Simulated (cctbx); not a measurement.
# Resonant diffraction in DyMn7S5O7

Space group Cm (no. 8), a = 11.8832 Å, b = 8.1270 Å, c = 8.3700 Å, α = 90.00°, β = 134.51°, γ = 90.00°.

| atom | mult. | x | y | z | Ueq (Å²) |
| --- | --- | --- | --- | --- | --- |
| Dy1 | 2 | 0.9694 | 0 | 0.9436 | 0.0032 |
| Mn1 | 4 | 0.2421 | 0.7509 | 0.9962 | 0.0040 |
| Mn2 | 4 | 0.2445 | 0.7570 | 0.4810 | 0.0046 |
| Mn3 | 2 | 0.5053 | 0 | 0.5027 | 0.0040 |
| Mn4 | 2 | 0.9910 | 1/2 | 0.9950 | 0.0052 |
| Mn5 | 2 | 0.9958 | 0 | 0.4971 | 0.0050 |
| S1 | 4 | 0.1970 | 0.6777 | 0.7025 | 0.0054 |
| S2 | 4 | 0.5102 | 0.1908 | 0.1741 | 0.0044 |
| S3 | 2 | 0.8340 | 0 | 0.5323 | 0.0060 |
| O1 | 4 | 0.3196 | 0.8187 | 0.3104 | 0.0069 |
| O2 | 4 | 0.9861 | 0.3093 | 0.8079 | 0.0065 |
| O3 | 2 | 0.6770 | 1/2 | 0.8724 | 0.0063 |
| O4 | 2 | 0.8106 | 0 | 0.1308 | 0.0067 |
| O5 | 2 | 0.6654 | 1/2 | 0.4845 | 0.0056 |

The model is made up (kin elements in a known structure type, no relaxation), so it says nothing on whether the phase exists.

Calculated with cctbx: free-atom f′ and f″ from the Sasaki tables, no fine structure; amplitudes in electrons.

| E (eV) | F 1 1 2 | F 0 2 0 | F 2 2 0 | F 0 0 1 |
| --- | --- | --- | --- | --- |
| 5939 | 136.5 | 26.9 | 299.4 | 64.5 |
| 6289 | 136.6 | 27.4 | 286.9 | 65.1 |
| 6419 | 137.4 | 28.4 | 276.3 | 66.0 |
| 6479 | 138.5 | 29.6 | 265.8 | 67.2 |
| 6509 | 139.5 | 30.8 | 256.2 | 68.4 |
| 6524 | 140.8 | 32.2 | 246.1 | 69.7 |
| 6531 | 141.9 | 33.5 | 237.0 | 70.9 |
| 6535 | 143.1 | 34.9 | 227.3 | 72.3 |
| 6543 | 146.2 | 34.8 | 221.2 | 75.3 |
| 6547 | 144.8 | 33.1 | 232.8 | 73.8 |
| 6554 | 143.4 | 31.6 | 243.0 | 72.4 |
| 6569 | 142.0 | 29.9 | 254.0 | 70.9 |
| 6599 | 140.5 | 28.3 | 264.8 | 69.3 |
| 6689 | 138.1 | 25.7 | 279.5 | 67.0 |
| 6939 | 134.7 | 22.3 | 293.7 | 63.8 |

**Question.** Which edge is crossed, and why do the reflections move as they do?

The K edge of Mn. The edge is at 6539 eV. f′ of Mn falls from -3.7 e at 6419 eV to -7.3 e at 4 eV below it, and f″ steps from 0.46 to 3.95 e across it. Over that approach |F| changes by +4 % (1 1 2), +23 % (0 2 0), -18 % (2 2 0) and +10 % (0 0 1): a reflection falls where Mn scatters in phase with the total and rises where it scatters against it; it hardly moves where the Mn term is small or cancels by symmetry or lies in quadrature to the total. The f″ term interferes with the normal scattering with opposite sign for the two Friedel mates. The largest Friedel difference in the scan is 7.9 % of the mean (1 1 2, at 6599 eV).
